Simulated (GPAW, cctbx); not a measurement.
## Be3Si2: what bonding does to one electron reflection, worked out

Be3Si2, P-3m1 (no. 164), a = 3.6917 Å, b = 3.6917 Å, c = 4.8715 Å, α = 90.00°, β = 90.00°, γ = 120.00°.

| atom | mult. | x | y | z |
| --- | --- | --- | --- | --- |
| Si1 | 2 | 1/3 | 2/3 | 0.1562 |
| Be1 | 1 | 0 | 0 | 1/2 |
| Be2 | 2 | 1/3 | 2/3 | 0.6485 |

The start was made by putting kin elements into a known structure type; the compound need not exist, or be stable, in this form.

A DFT run (GPAW, PBE, 450 eV, 7×7×5 k-points (along the axes of the calculation cell), Fermi–Dirac width 0.1 eV) gives the static X-ray structure factor of 100 as 10.786 e for the conventional cell; superposed free atoms give 10.640 e. **Problem.** Find the Fourier component V of the crystal potential and the two-beam extinction distance at 80 kV in both cases, then the holographic phase shift per nanometre.

### 1. Geometry

The cell volume is Ω = 57.50 Å³ and d(100) = 3.1971 Å, so g = 1/d = 0.3128 Å⁻¹.

### 2. The nuclei

Electrons feel nuclei as well as electrons, so the nuclear charges are summed with the same phases.

Phase sums Σ exp(2πi h·x), turned so that the total is real and positive: Si +1.000, Be 0.000. Then F_Z = 14 × (+1.000) + 4 × (0.000) = 14.00 e. The electron term has the same sign for this reflection.

### 3. Mott–Bethe

Poisson's equation, term by term, gives V = (e/4πε₀)(F_Z − F)/(πΩg²), with e/4πε₀ = 14.3996 V Å.

The prefactor is 14.3996 × 3.1971²/(π × 57.50) = 0.81482 V per electron. Free atoms: (14.00 − 10.640) × 0.81482 = 2.738 V. Crystal: (14.00 − 10.786) × 0.81482 = 2.619 V. F changes by +1.37 % and V by -4.3 %: the same 0.15 e is measured against F_Z − F = 3.4 e in place of F = 10.6 e.

### 4. Extinction distance

In the two-beam case ξ = 1/(λU) with U = 2γm₀eV/h², that is ξ = 150.41 V Å²/(γλV).

At 80 kV, λ = 0.04176 Å and γ = 1.1566. Free atoms: ξ = 1138 Å. Crystal: ξ = 1189 Å. The thickness fringes go as sin²(πt/ξ), so the two patterns slip by a quarter of a period when t|1/ξ₁ − 1/ξ₀| = 1/4, at t ≈ 654 nm. Thermal motion, absorption and many-beam coupling, left out here, change a real pattern.

### 5. Phase shift

A slab run (normal [001], unrelaxed) gives a mean inner potential of 14.37 V; free atoms give 17.01 V. The phase shift is φ = C_E V₀ t, with C_E = (2π/λE)(E + m₀c²)/(E + 2m₀c²).

C_E = 10.087 × 10⁻³ rad/(V nm). The shift is 0.1450 rad/nm in the crystal and 0.1716 rad/nm for free atoms. A sample 50 nm thick gives φ = 7.25 rad; read with the free-atom value it would seem 42.2 nm thick.

### 6. Answer

V(100) is 2.62 V against 2.74 V, and ξ is 1189 against 1138 Å. The phase shift is 0.145 rad/nm, and free atoms would misjudge a thickness by -16 %. Limits: static atoms, two beams.
